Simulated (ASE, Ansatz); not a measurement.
# Convergence of a linear-scaling basis for twisted blue phosphorene bilayer, 9.43° (148 atoms), part 2 of 2

Aim: test how closely localised support functions follow the reference on twisted blue phosphorene bilayer, 9.43° (148 atoms), and at what cost. A setting counts as converged where the r.m.s. difference of forces stays under 1 % of the r.m.s. force.

Ansatz 0.2.0; Kohn-Sham DFT, PBE+D4, PAW (set soft_2), plane waves.

The cell: 148 P. Beside vacuum, support functions can miss their usual error bounds without a warning. Sampling is at Γ alone, for a cell whose shortest periodic width is 17 Å.

So far. Step 2 (Plane-wave single point): Valence density in the ca plane at fractional y = 0.009, with atoms of P within 0.2 Å of it. It is the smooth field of the valence electrons, not physical close to the nuclei.

## (3) Distances and neighbours (continued)

The surroundings of P90, which bears the longest force, nearest first, numbered as they follow in the input and with coordinates relative to it.

| atom | x | y | z | distance (Å) | bonds | Löwdin charge (e) | Fx | Fy | Fz (eV/Å) |
| --- | --- | --- | --- | --- | --- | --- | --- | --- | --- |
| P90 | 0.00 | 0.00 | 0.00 | 0.00 | 3 | 0.08 | 0.408 | -0.014 | 0.181 |
| P87 | -1.05 | -1.55 | 1.25 | 2.25 | 3 | 0.09 | 0.093 | -0.100 | 0.136 |
| P89 | -0.78 | 1.71 | 1.24 | 2.25 | 3 | 0.08 | -0.004 | 0.131 | -0.062 |
| P99 | 1.92 | -0.17 | 1.25 | 2.30 | 3 | 0.08 | -0.256 | 0.170 | -0.086 |
| P80 | -2.92 | -1.38 | 0.03 | 3.24 | 3 | 0.08 | -0.105 | 0.014 | -0.155 |
| P88 | -0.23 | -3.25 | 0.00 | 3.26 | 3 | 0.08 | -0.200 | -0.112 | 0.250 |
| P82 | -2.68 | 1.87 | 0.01 | 3.26 | 3 | 0.08 | 0.088 | 0.130 | 0.058 |
| P124 | 0.31 | 3.28 | -0.01 | 3.30 | 3 | 0.08 | -0.117 | -0.034 | 0.254 |
| P102 | 2.99 | 1.41 | 0.02 | 3.30 | 3 | 0.08 | 0.043 | -0.033 | 0.046 |
| P100 | 2.74 | -1.86 | 0.02 | 3.31 | 3 | 0.08 | -0.016 | -0.093 | -0.093 |

## (4) Support functions medium

With localised support functions most steps grow linearly with size, though the diagonalisation grows faster unless the density matrix is cut; this run measures error and cost at this size.

This step: Kohn-Sham DFT, PBE+D4, PAW (set soft_2), localised support functions (medium) (Ansatz 0.2.0).

input.yaml

```yaml
crystal:
  lattice:
    - [19.9515, 0.0, 0.0]
    - [-9.97575, 17.27851, 0.0]
    - [0.0, 0.0, 17.96]
  atoms:
    [... the 148 atom lines of step 2 ...]
kpoints:
  mp_grid: { grid: [1, 1, 1] }
hamiltonian:
  xc: pbe
  dispersion: d4
scf:
  occupations: { method: fixed }
  eigensolver: { kind: { support_functions: { accuracy: medium } } }
  mixing: { beta: 0.4 }
  max_iter: 150
output:
  forces: true
  eigenvalues: true
```

On the command line:

```
$ ansatz run input.yaml --threads 8 --pin off --max-ram 15872MiB --backend cpu --events-out ev --progress --plain --runs-dir out
```

The log of the run:

```text
Warning: scf.eigensolver.kind.support_functions: disabling space-group detection — the functions' gradient is summed over unrotated k-points, so no spatial operation reduces the k-mesh or symmetrises the density; time reversal is kept, so that k and −k are solved as one point where they differ and the mesh holds both, and exact exchange and, on two spinor components, a DFT+U term hold to it where the run has them: [...]
settings of this run that can trade accuracy for cost: scf.eigensolver.kind.support_functions [...]
[...]
Crystal: 148 atoms, lattice volume = 6191.390 Å³
Basis set: ecut = 420 eV, 120973 PW (Γ), exchange–correlation on 270×270×250 points (8 copies of the dense FFT grid, shifted against one another)
Bands: 444, of which v1, the nominal top of the filled ones, is band 370 counted from 1 (369 counted from 0)
Symmetry: 1 space group operations
k-points: 1
[...]
SCF iter   1: F=—  HF=-111763.050558 eV  |F-HF|=—  |Δ(HF+E_count)|=         —  Δρ=2.50e-2  dr2=2.68e1  ethr=1.00e-1
[...]
SCF iter  12: F=-111877.615518 eV  HF=-111877.615517 eV  |F-HF|=4.16e-7  |Δ(HF+E_count)|=   2.53e-3  Δρ=3.34e-6  dr2=9.72e-7  ethr=5.58e-10
SCF 1 converged in 12 iterations: F = -111877.653518 eV  dr2 = 9.72e-7
[...]
SCF converged after 12 iterations
Stability not checked: this state was not tested for a lower state beside it, because the mixer in use, unlike msr1, does not test its closes by its own steps (another_mixer; see scf.mixing.algorithm and scf.lower_state_search)
Free energy (F): -111877.653518 eV
[...]
Internal energy: -111877.653518 eV  (E = F + TS)
E sigma→0 (E₀):  -111877.653518 eV
Fermi energy:    0.034225 eV
[...]
--- Forces (eV/Å), atoms counted from 1 ---
  atom   1  P     -0.00602195     0.08899008     0.13723907
  atom   2  P      0.28273840    -0.00034108    -0.14033964
  atom   3  P      0.09320497     0.17357319     0.16699974
  atom   4  P     -0.00119023    -0.13058175    -0.05504817
  atom   5  P      0.00514561    -0.26238922    -0.29555418
  atom   6  P     -0.06875428     0.20223619     0.10474857
  atom   7  P     -0.21373052     0.09926570    -0.02249593
  atom   8  P      0.05118077    -0.08726586    -0.15465878
  atom   9  P     -0.07258378    -0.07948540    -0.10839813
  atom  10  P     -0.08366898     0.00754768     0.05001125
  atom  11  P     -0.04804010     0.03467217     0.06899382
  atom  12  P     -0.10034933    -0.12038614    -0.10725662
  atom  13  P      0.13348390    -0.27710986     0.16321336
  atom  14  P      0.05123480     0.11286306     0.12035672
[...]
atom 147  P     -0.01306525     0.08141984    -0.08561590
  atom 148  P      0.07189175    -0.02664424    -0.03200059
  max |Σ_I F_I| component: 1.28e-3 eV/Å
--- Band table (eV) ---
[...]
```

Run time: 2 min. Hardware: 8 threads of Arm Neoverse V1, shared host; peak memory 7.1 GiB.

The program notes that the band table was not solved further than the SCF left it and it switched symmetry off.

Keys that differ from the reference: support_functions.accuracy = "medium", scf.max_iter = 150 and scf.mixing.beta = 0.4.

Forces differ from the reference by 0.17 meV/Å r.m.s., 0.13 % of their size, well within a tolerance of 1 %; the energy by -0.45 meV/atom.

## (5) Cost against change

Each row is set against the plane-wave reference (Kohn-Sham DFT, PBE+D4, PAW (set soft_2), plane waves; r.m.s. force component 0.132 eV/Å). Energies are set beside the reference only for runs with its functional, potentials and electron count. Times are for 8 threads of Arm Neoverse V1, shared host. The reference's time includes the DOS and grids, which some other runs skip.

| run | Δ force, r.m.s. (meV/Å) | share of r.m.s. force (%) | Δ energy (meV/atom) | Δ gap (eV) | cycles | time | host memory (GiB) |
| --- | --- | --- | --- | --- | --- | --- | --- |
| reference | - | - | - | - | 11 | 1.8 min | 7.6 |
| support functions medium | 0.174 | 0.132 | -0.451 | -3.0e-4 | 12 | 2 min | 7.1 |

## (6) Summary of results

```
free energy per atom                             : -755.9296 eV/atom
r.m.s. force component                           : 0.1315 eV/Å
gap (highest filled to lowest empty level) : 1.44 eV
potential in mid-vacuum, over the Fermi level    : 5.644 eV
wall time of the 2 DFT runs                      : 3.8 min
```

**Reading.** Against plane waves at 420 eV, the forces differ by 0.17 meV/Å (0.13 %) with support functions medium. Differences between support functions and plane waves include what basis error the plane-wave run still has.

Between filled and empty levels lie 1.44 eV at Γ alone; the mesh holds the band edges only if they fold onto it, so the gap at this level can be narrower or closed, while semilocal functionals tend to narrow gaps against experiment. The potential stands 5.64 eV above the highest filled level over the upper face and 5.64 eV under the lower one, which reads the ionisation potential at this level (an upper bound, if the band top lies off the mesh). With the cutoffs above, all P atoms have 3 bonded neighbours.

What to keep in mind: The geometry was built by rule, was displaced at random and isn't relaxed at this level: its force components are 0.13 eV/Å r.m.s.

[Long decimals in the printed logs are rounded to 6 places.]

[Logs are printed without paths, hosts, clocks, repeated set-up lines and the standing remarks that a program may print on its own settings, such as how far it seeks lower states.]

[Hosts, paths, dates, database ids (printed as entryN), source tags and the programs' standing remarks are cut or masked in the printed files.]
